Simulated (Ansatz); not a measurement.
# Lattice dynamics of Sc2NO2 monolayer, part 2 of 2

Aim: the vibrations of Sc2NO2 monolayer, their spectra, and whether the structure is stable.

Ansatz 0.2.0; DFT PBEsol, scalar-relativistic, plane waves, PAW.

So far. Step 4 (Relaxing to small forces for the phonons): The largest force component left is 0.031 meV/Å, within the tolerances set. Step 5 (Zone-centre response): Before it was imposed, the acoustic sum rule was missed by 2.7e-5 eV/Å². Small misses are needed for a sound result but don't prove that mesh and cutoff are converged. The lowest optical mode is real, 125 cm⁻¹.

## (6) Response at finite wavevector (continued)

The partial phonon density of states has structure finer than the step of the table below, so its rows give means over 25 cm⁻¹, whole bins alone (the curve runs from -10 to 613 cm⁻¹). Peaks (cm⁻¹: height): N 358.3: 0.0862, 452.3: 0.0160; O 252.5: 0.0146, 468.0: 0.0824, 530.6: 0.0320, 569.8: 0.0290; Sc 189.8: 0.0535, 232.9: 0.0314, 252.5: 0.0333, 358.3: 0.0114, 448.4: 0.0257.

Phonopy on the run's constants, 21x21x1 mesh, Gaussian sigma 4.4 cm-1. Interpolated from a 6×6×1 q mesh. Table of partial phonon density of states by wavenumber; means over each step; values in 1/cm⁻¹/cell:

```
wavenumber (cm⁻¹)        N        O       Sc
               25   2.0e-4   4.7e-4  0.00137
               50   3.8e-4   9.1e-4  0.00275
               75   4.8e-4  0.00119  0.00391
              100   5.6e-4  0.00153  0.00563
              125   6.7e-4  0.00274   0.0104
              150   6.7e-4  0.00424   0.0173
              175   8.8e-4  0.00830   0.0344
              200   6.4e-4  0.00963   0.0360
              225   2.5e-4  0.00848   0.0269
              250   7.7e-4   0.0112   0.0284
              275  0.00134  0.00528   0.0112
              300   1.6e-7   1.4e-6   5.8e-6
              325   2.3e-5   1.1e-6   2.7e-6
              350   0.0397  0.00390  0.00524
              375   0.0316  0.00663  0.00572
              400  0.00476  0.00262  0.00243
              425  0.00855  0.00331  0.00442
              450   0.0126   0.0492   0.0201
              475  0.00402   0.0573   0.0160
              500   3.0e-4   0.0114  0.00269
              525  0.00174   0.0186  0.00173
              550  0.00348   0.0137  0.00114
              575  0.00612   0.0186  0.00170
              600   1.9e-4   5.7e-4   2.1e-5
```

Harmonic thermodynamic functions per atom, from the density of states. Interpolated from a 6×6×1 q mesh. Thermodynamic functions, by row:

```
T (K)  F_vib (meV/atom)  S (J/mol-atom/K)  C_V (J/mol-atom/K)
    0             64.74                 0                   0
  100             63.65             3.331               6.585
  200             56.42             10.77               15.14
  300              41.5             17.84               19.48
  400             19.84             23.76               21.58
  500             -7.42             28.71               22.68
  600            -39.41             32.91               23.33
  700            -75.44             36.54               23.73
  800              -115             39.72                  24
  900            -157.7             42.56               24.19
 1000            -203.1             45.12               24.32
```

Symmetry leaves 7 wavevectors to solve. The lowest mode among them, the acoustic zeros apart, lies at q = (0, 0.167, 0) and is real, 59.8 cm⁻¹.

## (7) Another isotope, element N, natural mass 14.007 amu

An isotope changes the mass and not the force constants, so no new electronic calculation is needed; the shifts show which modes move this element.

The same force constants with the mass of N changed from 14.007 to 15.000 u (phonopy, no LO-TO term). Both lists are sorted by frequency; levels can cross, so a row need not hold one and the same mode. Modes under 3 cm⁻¹ are left out. Isotope shifts, by row, the first 40 of 57 rows:

```
         q  rank  natural mass (cm⁻¹)  changed mass (cm⁻¹)
     0 0 0     4                124.8                124.8
     0 0 0     5                124.8                124.8
     0 0 0     6                205.6                205.6
     0 0 0     7                358.5                347.8
     0 0 0     8                358.5                347.8
     0 0 0     9                408.9                403.9
     0 0 0    10                454.9                454.9
     0 0 0    11                454.9                454.9
     0 0 0    12                478.8                478.8
     0 0 0    13                485.2                485.1
     0 0 0    14                485.2                485.1
     0 0 0    15                527.2                517.6
0 0.1667 0     1                59.84                59.65
0 0.1667 0     2                87.52                87.25
0 0.1667 0     3                147.7                147.7
0 0.1667 0     4                150.1                149.6
0 0.1667 0     5                193.4                193.4
0 0.1667 0     6                206.8                206.8
0 0.1667 0     7                352.1                341.8
0 0.1667 0     8                358.9                  348
0 0.1667 0     9                371.4                366.2
0 0.1667 0    10                446.8                446.5
0 0.1667 0    11                458.6                458.6
0 0.1667 0    12                480.6                480.5
0 0.1667 0    13                484.3                481.2
0 0.1667 0    14                496.7                496.6
0 0.1667 0    15                554.9                548.6
0 0.3333 0     1                130.1                129.9
0 0.3333 0     2                157.8                157.6
0 0.3333 0     3                190.2                190.2
0 0.3333 0     4                191.8                191.6
0 0.3333 0     5                243.3                243.3
0 0.3333 0     6                264.5                  264
0 0.3333 0     7                358.9                349.7
0 0.3333 0     8                361.3                350.7
0 0.3333 0     9                396.2                389.4
0 0.3333 0    10                452.4                449.6
0 0.3333 0    11                461.1                457.1
0 0.3333 0    12                461.7                461.6
0 0.3333 0    13                470.4                470.3
```

A mode of this element alone would shift by -3.37 %. The highest zone-centre frequency without the field goes from 527.2 to 517.6 cm⁻¹ (-1.8 %). The product of the frequency ratios over all optical modes at Γ is 0.912; the product rule, (m/m′)^(3k/2) (M′/M)^(3/2) with k = 1 such atoms and M the mass of the cell, gives 0.912.

## (8) Isotope substitution, element O, natural mass 15.999 amu

The same for O, from 16.00 to 18.00 u.

A mode of this element alone would shift by -5.72 %. The highest zone-centre frequency without the field goes from 527.2 to 515.4 cm⁻¹ (-2.2 %). The product of the frequency ratios over all optical modes at Γ is 0.734; the product rule, (m/m′)^(3k/2) (M′/M)^(3/2) with k = 2 such atoms and M the mass of the cell, gives 0.734.

## (9) Outcome

```
space group after relaxation (within 0.01 Å)            : P-3m1
area per atom                                           : 1.79 Å²
electronic character                                    : no gap on this mesh
highest optical mode at the zone centre (no LO-TO term) : 527 cm⁻¹
lowest optical zone-centre mode                         : 125 cm⁻¹
lowest mode on the q mesh (acoustic modes at Γ apart)   : 59.8 cm⁻¹
highest frequency on the path or at a solved wavevector : 586 cm⁻¹
zero-point energy per atom                              : 64.7 meV
heat capacity at 300 K                                  : 19.5 J/(mol atoms K)
vibrational entropy at 300 K                            : 17.8 J/(mol atoms K)
imaginary modes on the 6×6×1 q mesh                     : none
```

In words: The structure is a minimum as far as tested: no mode is imaginary at the 7 irreducible wavevectors of the 6×6×1 mesh, and the softest away from the acoustic zeros lies at 60 cm⁻¹. The optical modes at Γ span 125 to 527 cm⁻¹. On the path and the mesh, the widest gap between branches runs from 278 to 349 cm⁻¹. With no gap, or one that is small against the smearing, the frequencies hang on the k mesh and the smearing, most of all near Kohn anomalies. The phonon runs are without spin polarisation, although the cell has an odd electron count. In a sheet or slab the interpolated bending branch near Γ is rough, since the rotational sum rule isn't imposed. A phonon run warned that its eigensolver left some bands unconverged in a pass. The starting cell was built on a prototype and not taken from a measurement. These are harmonic frequencies at zero temperature: anharmonic shifts, linewidths and thermal expansion are left out.

[Logs are printed without paths, hosts, clocks, repeated set-up lines and the standing remarks that a program may print on its own settings, such as how far it seeks lower states.]

[Hosts, paths, dates, database ids (printed as entryN), source tags and the programs' standing remarks are cut or masked in the printed files.]
